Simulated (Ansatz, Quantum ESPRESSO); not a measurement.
# MgO (Periclase): from the cell to the phonon bands, part 2 of 2

How does MgO (Periclase) vibrate, and is this structure a minimum?

Quantum ESPRESSO 7.5; DFT LDA, scalar-relativistic, plane waves, PseudoDojo norm-conserving pseudopotentials.

So far. Step 2 (A first look): A gap of 4.7 eV opens on this mesh, so the crystal is taken as an insulator; the start stands at -6.5 GPa. Step 4 (Ground state): The cell stands at -0.046 GPa, close enough for phonons.

The database entry behind the starting cell differs from other determinations of this structure, so it need not match the best structure at room temperature.

**6. A second program**

A second program on the same cell, potentials, cutoff and meshes tests the implementation of the phonon response, not its convergence; field response and couplings are summed in its own way. Its k mesh is centred on Γ.

This step: DFT LDA, scalar-relativistic, plane waves, PseudoDojo norm-conserving pseudopotentials (Ansatz 0.2.0).

Input file input.yaml:

```yaml
crystal:
  lattice:
    - [-2.080091125, 0.0, 2.080091125]
    - [0.0, 2.080091125, 2.080091125]
    - [-2.080091125, 2.080091125, 0.0]
  atoms:
    - { symbol: Mg, position: [0.0, 0.0, 0.0] }
    - { symbol: O, position: [0.5, 0.5, 0.5] }
kpoints:
  mp_grid: { grid: [12, 12, 12] }
hamiltonian:
  xc: lda
  pseudopotentials: { kind: nc, accuracy: standard }
scf:
  occupations: { method: fixed }
output:
  eigenvalues: true
basis:
  ecutwfc: 1142.878
phonons:
  method: dfpt
  dielectric: true
  rigid_motions: translations
  qmesh: [4, 4, 4]
  temperatures: { t_max: 1000, t_step: 50 }
  qpath:
    path:
      - [[0.0, 0.0, 0.0], [0.0, 0.5, 0.5], [0.0, 0.625, 0.375]]
      - [[-0.375, 0.375, 0.0], [0.0, 0.0, 0.0], [0.0, 0.5, 0.0], [-0.25, 0.5, 0.25], [0.0, 0.5, 0.5]]
    npoints: 12
```

Run with:

```console
ansatz run input.yaml --threads 4 --pin off --max-ram 8192MiB --backend cpu --events-out ev --progress --plain --runs-dir out
```

The log of the run:

```text
Warning: basis.ecutwfc = 1142.878 eV is below the records' recommended 1142.878222 eV, and the density's cutoff is lower with it unless basis.ecutrho_ratio is high enough to keep the records' density cutoff: compare with a run at a higher cutoff
Engine: ansatz 0.2.0, aarch64-unknown-linux-gnu
Pseudopotentials: kind: nc
Pseudopotential: Mg, nc, valence charge 10, recommended cutoff 1142.878222 eV (normal), Mg.nc.azcp (PseudoDojo's, or run here from an input of PseudoDojo's; its table is named by hamiltonian.pseudopotentials.accuracy)
Pseudopotential: O, nc, valence charge 6, recommended cutoff 1142.878222 eV (normal), O.nc.azcp (PseudoDojo's, or run here from an input of PseudoDojo's; its table is named by hamiltonian.pseudopotentials.accuracy)
Functional definition: SPW92
  exchange = slater_x
  correlation = pw_c
Crystal: 2 atoms, lattice volume = 18.000 Å³
Basis set: ecut = 1142.878 eV, 1591 PW (Γ), exchange–correlation on 72×72×72 points (8 copies of the dense FFT grid, shifted against one another)
Bands: 12, of which v1, the nominal top of the filled ones, is band 8 counted from 1 (7 counted from 0)
Symmetry: 48 space group operations
k-points: 163 of 1728 (irreducible under 8 space group operations, time reversal used)
Non-local potential: Mg, projectors of the file, l = 0: 2, l = 1: 2
Non-local potential: O, projectors of the file, l = 0: 2, l = 1: 2, l = 2: 1
Initial density: superposition of atomic densities (chi_scale 0.1, normalization cell, long waves kept (reshape's long-wave potential 0.00 eV rms))
Initial wavefunctions: pseudopotential atomic-orbital guess
Functional: x = slater, c = lda
SCF iter   1: F=—  HF=-2066.168533 eV  |F-HF|=—  |Δ(HF+E_count)|=         —  Δρ=9.47e-2  dr2=7.10e-1  ethr=3.10e-3  ⟨swp⟩=5.2  Hψ=10383  notcnv=0  defer=307
preconditioner: auto → none  [insulator: Δε(μ)=5.018 eV  Ē_g=18.615 eV  n_scr=8 (ndim 8)  ℏωp=24.8 eV  f_vac=0.000  ε∞_Penn≈2.8]
SCF iter   2: F=—  HF=-2065.856254 eV  |F-HF|=—  |Δ(HF+E_count)|=   3.12e-1  Δρ=3.19e-2  dr2=8.33e-2  ethr=3.10e-3  ⟨swp⟩=2.4  Hψ=4526  notcnv=0  defer=309
SCF iter   3: F=—  HF=-2065.828121 eV  |F-HF|=—  |Δ(HF+E_count)|=   2.81e-2  Δρ=7.06e-3  dr2=2.85e-3  ethr=5.20e-4  ⟨swp⟩=2.1  Hψ=3357  notcnv=0  defer=324
SCF iter   4: F=—  HF=-2065.828473 eV  |F-HF|=—  |Δ(HF+E_count)|=   3.52e-4  Δρ=3.92e-3  dr2=1.93e-3  ethr=1.78e-5  ⟨swp⟩=2.0  Hψ=2903  notcnv=0  defer=324
SCF iter   5: F=—  HF=-2065.827898 eV  |F-HF|=—  |Δ(HF+E_count)|=   5.75e-4  Δρ=2.30e-4  dr2=1.51e-6  ethr=1.21e-5  ⟨swp⟩=2.0  Hψ=2887  notcnv=0  defer=324
SCF iter   6: F=—  HF=-2065.827900 eV  |F-HF|=—  |Δ(HF+E_count)|=   2.00e-6  Δρ=5.00e-5  dr2=7.52e-8  ethr=9.43e-9  ⟨swp⟩=2.1  Hψ=2644  notcnv=0  defer=73
SCF iter   7: F=—  HF=-2065.827900 eV  |F-HF|=—  |Δ(HF+E_count)|=   4.62e-8  Δρ=3.35e-6  dr2=5.32e-10  ethr=4.70e-10  ⟨swp⟩=1.4  Hψ=2282  notcnv=0  defer=73
SCF iter   8: F=-2065.827900 eV  HF=-2065.827900 eV  |F-HF|=2.73e-12  |Δ(HF+E_count)|=  2.67e-10  Δρ=2.59e-7  dr2=3.61e-12  ethr=1.00e-12  ⟨swp⟩=8.4  Hψ=11349  notcnv=0
SCF 1 converged in 8 iterations: F = -2065.827900 eV  dr2 = 3.61e-12
NSCF: frozen V_eff on 2 k-points
DFPT response loops at Γ: preconditioner auto → none (the input reference at scf.mixing.eps_inf says where Resta's filter doesn't serve); β = 0.50; Broyden in place of MSR1
NSCF: frozen V_eff on 72 k-points
NSCF: frozen V_eff on 1872 k-points
DFPT response loops at q = (0, 0, 0.25) (fractional): mixed as the last ones told, above
NSCF: frozen V_eff on 952 k-points
DFPT response loops at q = (0, 0, -0.5) (fractional): mixed as the last ones told, above
NSCF: frozen V_eff on 1020 k-points
DFPT response loops at q = (0, 0.25, 0.25) (fractional): mixed as the last ones told, above
NSCF: frozen V_eff on 3456 k-points
DFPT response loops at q = (0, 0.25, -0.5) (fractional): mixed as the last ones told, above
NSCF: frozen V_eff on 1872 k-points
DFPT response loops at q = (0, 0.25, -0.25) (fractional): mixed as the last ones told, above
NSCF: frozen V_eff on 560 k-points
DFPT response loops at q = (0, -0.5, -0.5) (fractional): mixed as the last ones told, above
NSCF: frozen V_eff on 1020 k-points
DFPT response loops at q = (0.25, -0.5, -0.25) (fractional): mixed as the last ones told, above
SCF converged after 8 iterations
Free energy (F): -2065.827900 eV
Harris-Foulkes:  -2065.827900 eV  (|F-HF|=2.73e-12)
Internal energy: -2065.827900 eV  (E = F + TS)
E sigma→0 (E₀):  -2065.827900 eV
Fermi energy:    8.156895 eV
--- Per-component energies (eV) ---
  E_band       = -289.218832
  E_kinetic    = 1230.305187
  E_local      = -1648.107001  (includes V_loc(G=0)·N_el)
  E_nonlocal   = -569.901527
  E_hartree    = 552.762257
  E_xc         = -325.441016
  E_vxc        = -407.039943  (∫ρ·V_xc dr)
  E_ewald      = -1305.445800
  E_smearing   = -0.000000  (= −TS)
  E_closure    = 0.000000  (closes the sum)
  Σ components = -2065.827900   (vs F -2065.827900, Δ=0.00e0)
--- Band table (eV; the first three rows and the last of 163) ---
  k-point 0: bands = [... 4 lower, -8.9731, 8.1569, 8.1569, 8.1569, 13.2196, 24.0614, 24.0614, 24.0614]
  k-point 1: bands = [... 4 lower, -8.8886, 7.6816, 8.1065, 8.1065, 13.6641, 23.0773, 24.2371, 24.2371]
  k-point 2: bands = [... 4 lower, -8.6491, 6.6146, 7.9720, 7.9720, 14.6097, 21.6867, 24.6501, 24.6501]
  k-point 162: bands = [... 4 lower, -7.2405, 3.9009, 6.7476, 6.7476, 17.2050, 18.2946, 21.4353, 27.3640]
--- Phonons (Γ-DFPT): 2 representative perturbations + reference, on 163 of 1728 k-points (Σ response iterations 6) ---
  k mesh reduced under 8 symmetry operations, with k and −k counted as one. Each operation leaves every solved perturbation unchanged. A smaller set is not considered because the run solves the response to a homogeneous field
  ASR residual: 2.807e-4 → 0.000e0 eV/Å²; symmetrization residual: 4.009e-6 eV/Å²
  ASR residual per site (eV/Å²): 2.81e-4 2.47e-4
  Γ frequencies (cm⁻¹): 0.00 0.00 0.00 409.20 409.20 409.20
  ε∞ (high-frequency dielectric tensor):
        3.172049    -0.000000     0.000000
        0.000000     3.172049     0.000000
        0.000000    -0.000000     3.172049
  ε⁰ (static dielectric tensor: ions relaxed, cell fixed):
        9.750609     0.000000    -0.000000
        0.000000     9.750609    -0.000000
       -0.000000    -0.000000     9.750609
  ε⁰ − ε∞ (ionic part):
        6.578559     0.000000    -0.000000
        0.000000     6.578559    -0.000000
       -0.000000    -0.000000     6.578559
  softest optical mode at Γ: 409.20 cm⁻¹; the repairs (sum rule, projections) moved no ω² at Γ by more than (2.15 cm⁻¹)²
  Born effective charges Z* (e; rows j = field, columns β = displacement):
    site 0:
         1.97172    0.00000    0.00000
         0.00000    1.97172    0.00000
        -0.00000   -0.00000    1.97172
    site 1:
        -1.97172   -0.00000   -0.00000
        -0.00000   -1.97172    0.00000
         0.00000    0.00000   -1.97172
  Z* charge neutrality: 7.068e-5 e pre-enforcement
  k-mesh period / interband length: 35.3 Å / 1.39 Å = 25.44 at k = (0.0000, 0.0000, 0.0000), direct gap 5.063 eV — 14 or more, which is no proof of convergence
  optical modes at Γ without the LO–TO term, one row a degenerate level:
      ω (cm⁻¹)  modes    IR ((D/Å)²/amu)
        409.20      3            27.8890
  optical modes at Γ + LO–TO along q̂ = [1.0000, 0.0000, 0.0000]:
      ω (cm⁻¹)  modes    IR ((D/Å)²/amu)
        409.20      2            18.5927
        717.43      1             9.2963
  optical modes at Γ + LO–TO along q̂ = [0.0000, 1.0000, 0.0000]:
      ω (cm⁻¹)  modes    IR ((D/Å)²/amu)
        409.20      2            18.5927
        717.43      1             9.2963
  optical modes at Γ + LO–TO along q̂ = [0.0000, 0.0000, 1.0000]:
      ω (cm⁻¹)  modes    IR ((D/Å)²/amu)
        409.20      2            18.5927
        717.43      1             9.2963
--- Phonons (arbitrary-q DFPT): 8 irreducible q on the 4×4×4 mesh ---
  q = [0.0000, 0.0000, 0.0000] (star 1, of the zone-centre solve; hermiticity 1.35e-6, symmetrization 5.98e-15): -0.00 0.00 0.00 409.20 409.20 409.20
  q = [0.0000, 0.0000, 0.2500] (star 8, 2 solved perturbations on 936 of 1728 k-point pairs; hermiticity 4.60e-7, symmetrization 3.28e-13): 187.77 187.77 329.82 398.76 398.76 682.91
  q = [0.0000, 0.0000, -0.5000] (star 4, 2 solved perturbations on 476 of 1728 k-point pairs; hermiticity 1.51e-13, symmetrization 2.64e-13): 284.84 284.84 370.80 370.80 551.78 576.32
  q = [0.0000, 0.2500, 0.2500] (star 6, 4 solved perturbations in 1608 linear systems a pass and spin channel, the states on 510 of 1728 k-point pairs; hermiticity 6.52e-7, symmetrization 4.03e-13): 218.82 218.82 335.49 433.14 433.14 626.60
  q = [0.0000, 0.2500, -0.5000] (star 24, 4 solved perturbations in 5328 linear systems a pass and spin channel, the states on 1728 of 1728 k-point pairs; hermiticity 7.01e-7, symmetrization 1.17e-13): 285.25 336.29 421.11 447.21 455.05 561.90
  q = [0.0000, 0.2500, -0.2500] (star 12, 4 solved perturbations in 2892 linear systems a pass and spin channel, the states on 936 of 1728 k-point pairs; hermiticity 8.81e-7, symmetrization 1.76e-13): 275.40 324.34 379.92 419.89 469.31 593.24
  q = [0.0000, -0.5000, -0.5000] (star 3, 4 solved perturbations in 886 linear systems a pass and spin channel, the states on 280 of 1728 k-point pairs; hermiticity 7.84e-7, symmetrization 6.20e-13): 292.67 292.67 433.58 458.01 458.01 554.04
  q = [0.2500, -0.5000, -0.2500] (star 6, 4 solved perturbations in 1544 linear systems a pass and spin channel, the states on 510 of 1728 k-point pairs; hermiticity 9.14e-7, symmetrization 2.60e-13): 353.40 382.70 382.70 449.57 506.96 506.96
  sum rule: each row above includes the acoustic sum rule's correction from the zone centre's row sums; it moved no ω² by more than (2.05 cm⁻¹)²
  mesh force constants: q→R imaginary residual 2.14e-18; ASR residual 2.807e-4 → 0.000e0 eV/Å²; symmetrization residual 3.553e-15 eV/Å²
  interpolated dispersion: 75 rows × 6 modes
  density of states and harmonic sums: on the 28×28×28 q-mesh, interpolated from the force constants of a 4×4×4 supercell (with the dipole–dipole term)
  largest difference from the sums on the solved wave vectors: F 7.67e-3 eV, S 1.18e-5 and C_V 3.95e-6 eV/K
  zero-point energy: 0.150407 eV/cell   skipped modes (ω ≤ 0): 3   left out of the sums: 2.28e-5 of the cell's modes: C_V's classical limit lies that fraction below 3 k_B per atom; for a crystal, a wire or a layer, F and S can be off by more, and a phonons.interpolated_qmesh denser along its periods is the remedy for the sampling
```

Elapsed: 4.3 min, on 4 threads of Arm Neoverse V1, shared host; peak memory 2.7 GiB.

This step gave:

| Property | Result |
| --- | --- |
| sum-rule residual before enforcement | 2.81e-4 eV/Å² |
| miss of the charge sum rule | 7.07e-5 e |
| lowest frequency on the path | 0 cm⁻¹ |
| share of imaginary modes on the dense interpolated mesh | 0 |
| mean frequency | 404.4 cm⁻¹ |
| Debye temperature (second moment) | 781 K |
| logarithmic mean frequency | 386 cm⁻¹ |
| highest optical zone-centre mode (no LO-TO term) | 409.2 cm⁻¹ |
| lowest optical zone-centre mode | 409.2 cm⁻¹ |
| mean high-frequency dielectric constant | 3.172 |
| largest Born charge in size (third of the trace) | 1.972 e |
| mean static dielectric constant | 9.75 |
| highest mode moved by the LO-TO term | 717.4 cm⁻¹ |
| lowest mode on the q mesh (acoustic ones at the zone centre apart) | 187.8 cm⁻¹ |

Frequencies (cm⁻¹) at each irreducible wavevector; negative means imaginary. Frequencies by wavevector:

| q (fractions) | star | mode 1 | mode 2 | mode 3 | mode 4 | mode 5 | mode 6 |
| --- | --- | --- | --- | --- | --- | --- | --- |
| 0 0 0 | 1 | 0 | 0 | 0 | 409.2 | 409.2 | 409.2 |
| 0 0 0.25 | 8 | 187.8 | 187.8 | 329.8 | 398.8 | 398.8 | 682.9 |
| 0 0 -0.5 | 4 | 284.8 | 284.8 | 370.8 | 370.8 | 551.8 | 576.3 |
| 0 0.25 0.25 | 6 | 218.8 | 218.8 | 335.5 | 433.1 | 433.1 | 626.6 |
| 0 0.25 -0.5 | 24 | 285.2 | 336.3 | 421.1 | 447.2 | 455.1 | 561.9 |
| 0 0.25 -0.25 | 12 | 275.4 | 324.3 | 379.9 | 419.9 | 469.3 | 593.2 |
| 0 -0.5 -0.5 | 3 | 292.7 | 292.7 | 433.6 | 458 | 458 | 554 |
| 0.25 -0.5 -0.25 | 6 | 353.4 | 382.7 | 382.7 | 449.6 | 507 | 507 |

No LO-TO term; unit eigenvectors of the mass-weighted matrix. The modes at Γ (shares of kinetic energy by element, %):

| mode | frequency (cm⁻¹) | symmetry | Mg % | O % |
| --- | --- | --- | --- | --- |
| 1 | 0.0 | T1u | 60 | 40 |
| 2 | 0.0 | T1u | 60 | 40 |
| 3 | 0.0 | T1u | 60 | 40 |
| 4 | 409.2 | T1u | 40 | 60 |
| 5 | 409.2 | T1u | 40 | 60 |
| 6 | 409.2 | T1u | 40 | 60 |

Displacements in mode 5 (409.2 cm⁻¹), the largest set to 1:
```
Mg1  0.00 -0.62 -0.66
O2   0.00  0.94  1.00
```

Transverse modes. Lines of the infrared spectrum (strongest = 100):

| position (cm⁻¹) | label | IR intensity ((D/Å)²/amu), degenerate modes summed, relative |
| --- | --- | --- |
| 409 | T1u | 100 |

**7. Cross-check with Ansatz**

The same cell goes through another code, with its own cutoff. It uses its own PAW datasets, so the potentials differ. Its k mesh is centred on Γ.

This step: DFT LDA, scalar-relativistic, plane waves, PAW (Ansatz 0.2.0).

input.yaml, the sections that differ from step 6:

```yaml
hamiltonian:
  xc: lda
phonons:
  method: dfpt
  dielectric: true
  rigid_motions: translations
# crystal, kpoints, scf, output: as in step 6
# basis: removed
```

The log of the run:

```text
[...]
Crystal: 2 atoms, lattice volume = 18.000 Å³
Basis set: ecut = 420 eV, 339 PW (Γ), exchange–correlation on 40×40×40 points (8 copies of the dense FFT grid, shifted against one another)
Bands: 12, of which v1, the nominal top of the filled ones, is band 8 counted from 1 (7 counted from 0)
Symmetry: 48 space group operations
k-points: 163 of 1728 (irreducible under 8 space group operations, time reversal used)
[...]
SCF iter   1: F=—  HF=-2460.083329 eV  |F-HF|=—  |Δ(HF+E_count)|=         —  Δρ=1.80e-2  dr2=4.59e-2  ethr=1.77e-3  ⟨swp⟩=4.7  Hψ=10329  notcnv=0  defer=268
[...]
SCF iter   7: F=-2460.065520 eV  HF=-2460.065520 eV  |F-HF|=9.09e-13  |Δ(HF+E_count)|=  2.91e-11  Δρ=6.53e-8  dr2=4.69e-13  ethr=1.00e-12  ⟨swp⟩=6.6  Hψ=9403  notcnv=0
SCF 1 converged in 7 iterations: F = -2460.065520 eV  dr2 = 4.69e-13
[...]
NSCF: frozen V_eff on 2 k-points
[...]
SCF converged after 7 iterations
Free energy (F): -2460.065520 eV
[...]
Internal energy: -2460.065520 eV  (E = F + TS)
E sigma→0 (E₀):  -2460.065520 eV
Fermi energy:    8.231254 eV
[...]
--- Band table (eV; the first three rows and the last of 163) ---
  k-point 0: bands = [... 4 lower, -8.9674, 8.2313, 8.2313, 8.2313, 13.2585, 23.9811, 23.9811, 23.9811]
  k-point 1: bands = [... 4 lower, -8.8827, 7.7522, 8.1801, 8.1801, 13.7068, 23.0295, 24.1594, 24.1594]
  k-point 2: bands = [... 4 lower, -8.6427, 6.6785, 8.0430, 8.0430, 14.6577, 21.6733, 24.5863, 24.5863]
  k-point 162: bands = [... 4 lower, -7.2401, 3.9638, 6.8180, 6.8180, 17.1899, 18.3428, 21.5168, 27.4238]
[...]
ASR residual: 5.059e-5 → 0.000e0 eV/Å²; symmetrization residual: 1.694e-6 eV/Å²
  ASR residual per site (eV/Å²): 9.09e-6 5.06e-5
  Γ frequencies (cm⁻¹): 0.00 0.00 0.00 407.72 407.72 407.72
  ε∞ (high-frequency dielectric tensor):
        3.183623     0.000000     0.000000
        0.000000     3.183623    -0.000000
        0.000000    -0.000000     3.183623
  ε⁰ (static dielectric tensor: ions relaxed, cell fixed):
        9.779914    -0.000000     0.000000
       -0.000000     9.779914    -0.000000
       -0.000000    -0.000000     9.779914
  ε⁰ − ε∞ (ionic part):
        6.596291    -0.000000    -0.000000
       -0.000000     6.596291    -0.000000
       -0.000000    -0.000000     6.596291
[...]
Born effective charges Z* (e; rows j = field, columns β = displacement):
    site 0:
         1.96723   -0.00000   -0.00000
        -0.00000    1.96723   -0.00000
         0.00000   -0.00000    1.96723
    site 1:
        -1.96723    0.00000    0.00000
         0.00000   -1.96723    0.00000
        -0.00000    0.00000   -1.96723
  Z* charge neutrality: 8.710e-6 e pre-enforcement
[...]
optical modes at Γ without the LO–TO term, one row a degenerate level:
      ω (cm⁻¹)  modes    IR ((D/Å)²/amu)
        407.72      3            27.7622
  optical modes at Γ + LO–TO along q̂ = [1.0000, 0.0000, 0.0000]:
      ω (cm⁻¹)  modes    IR ((D/Å)²/amu)
        407.72      2            18.5082
        714.60      1             9.2541
  optical modes at Γ + LO–TO along q̂ = [0.0000, 1.0000, 0.0000]:
      ω (cm⁻¹)  modes    IR ((D/Å)²/amu)
        407.72      2            18.5082
        714.60      1             9.2541
  optical modes at Γ + LO–TO along q̂ = [0.0000, 0.0000, 1.0000]:
      ω (cm⁻¹)  modes    IR ((D/Å)²/amu)
        407.72      2            18.5082
        714.60      1             9.2541
```

It took 4.4 s on 4 threads; peak memory 0.38 GiB.

This step gave:

```
gap on the k-mesh                                : 5.027 eV
sum-rule residual before enforcement             : 5.06e-5 eV/Å²
miss of the charge sum rule                      : 8.71e-6 e
highest optical zone-centre mode (no LO-TO term) : 407.7 cm⁻¹
lowest optical zone-centre mode                  : 407.7 cm⁻¹
mean high-frequency dielectric constant          : 3.184
largest Born charge in size (third of the trace) : 1.967 e
mean static dielectric constant                  : 9.78
highest mode moved by the LO-TO term             : 714.6 cm⁻¹
```

No LO-TO term; unit eigenvectors of the mass-weighted matrix. Modes at Γ, with each element's share of the kinetic energy:

| mode | frequency (cm⁻¹) | symmetry | Mg % | O % |
| --- | --- | --- | --- | --- |
| 1 | 0.0 | T1u | 60 | 40 |
| 2 | 0.0 | T1u | 60 | 40 |
| 3 | 0.0 | T1u | 60 | 40 |
| 4 | 407.7 | T1u | 40 | 60 |
| 5 | 407.7 | T1u | 40 | 60 |
| 6 | 407.7 | T1u | 40 | 60 |

Transverse modes. Lines of the infrared spectrum (strongest = 100):

| position (cm⁻¹) | label | IR intensity ((D/Å)²/amu), degenerate modes summed, relative |
| --- | --- | --- |
| 408 | T1u | 100 |

**8. Summary of results**

```
space group after relaxation                                                     : Fm-3m
volume per atom                                                                  : 9.00 Å³
gap on the k-mesh                                                                : 5.06 eV
highest optical zone-centre mode (no LO-TO term) (first level)                   : 409.2 cm⁻¹
lowest mode on the q mesh (acoustic ones at the zone centre apart) (first level) : 187.8 cm⁻¹
zero-point energy per atom (first level)                                         : 75.2 meV
heat capacity at 300 K (first level)                                             : 18.3 J/(mol atoms K)
```

In words: The mesh run of the first program did not finish; by Ansatz MgO (Periclase) is dynamically stable on the 4×4×4 mesh. These are harmonic frequencies at zero temperature: anharmonic shifts, linewidths and thermal expansion are left out.

Computed beside measured:

```
                                      quantity  measured  LDA PseudoDojo norm-conserving, Quantum ESPRESSO  LDA PseudoDojo norm-conserving              LDA
                        lattice constant a (Å)   4.21322                                    4.160 (-1.3 %)                               -                -
                     band gap (least gap) (eV)      7.83                                                 -                 5.06 (-2.77 eV)  5.03 (-2.80 eV)
                       ε∞ (mean of the tensor)      2.95                                                 -                   3.17 (+7.5 %)    3.18 (+7.9 %)
infrared mode, TO phonon at Gamma (T1u) (cm⁻¹)     396.5                                                 -                    409 (+3.2 %)     408 (+2.8 %)
```

Measured values from pmc:11084758 (2024), arxiv:0908.1581 (2009) and arxiv:0704.2267 (2007).

**Verdict.** The lattice constant a is off by -1.3 %: fair agreement. The band gap is off by -2.77 eV at LDA PseudoDojo norm-conserving: a clear miss. Local and semilocal functionals usually give gaps below the measured ones. Zero-point and thermal motion shift the measured gap. The ε∞ is off by +7.5 % at LDA PseudoDojo norm-conserving: fair agreement. The infrared mode is off by +3.2 % at LDA PseudoDojo norm-conserving: fair agreement. Zero-point motion and thermal expansion (measured at up to 295 K) are not in the computed lattice constants and infrared mode.

[Long decimals in the printed logs are rounded to 6 places.]

[Host names, launcher messages, clock columns and parts of forces and stress are left out of these logs.]

[Logs are printed without paths, hosts, clocks, repeated set-up lines and the standing remarks that a program may print on its own settings, such as how far it seeks lower states.]

[Hosts, paths, dates, database ids (printed as entryN), source tags and the programs' standing remarks are cut or masked in the printed files.]

[Where Elk ran, warnings of its patched build on accuracy (core leakage, angular cutoffs, spin-orbit splittings, empty states, lower magnetic states) are left out.]

[Sessions in which a second program contradicted a gradient-corrected response are left out of this set, so agreement between programs is selected.]
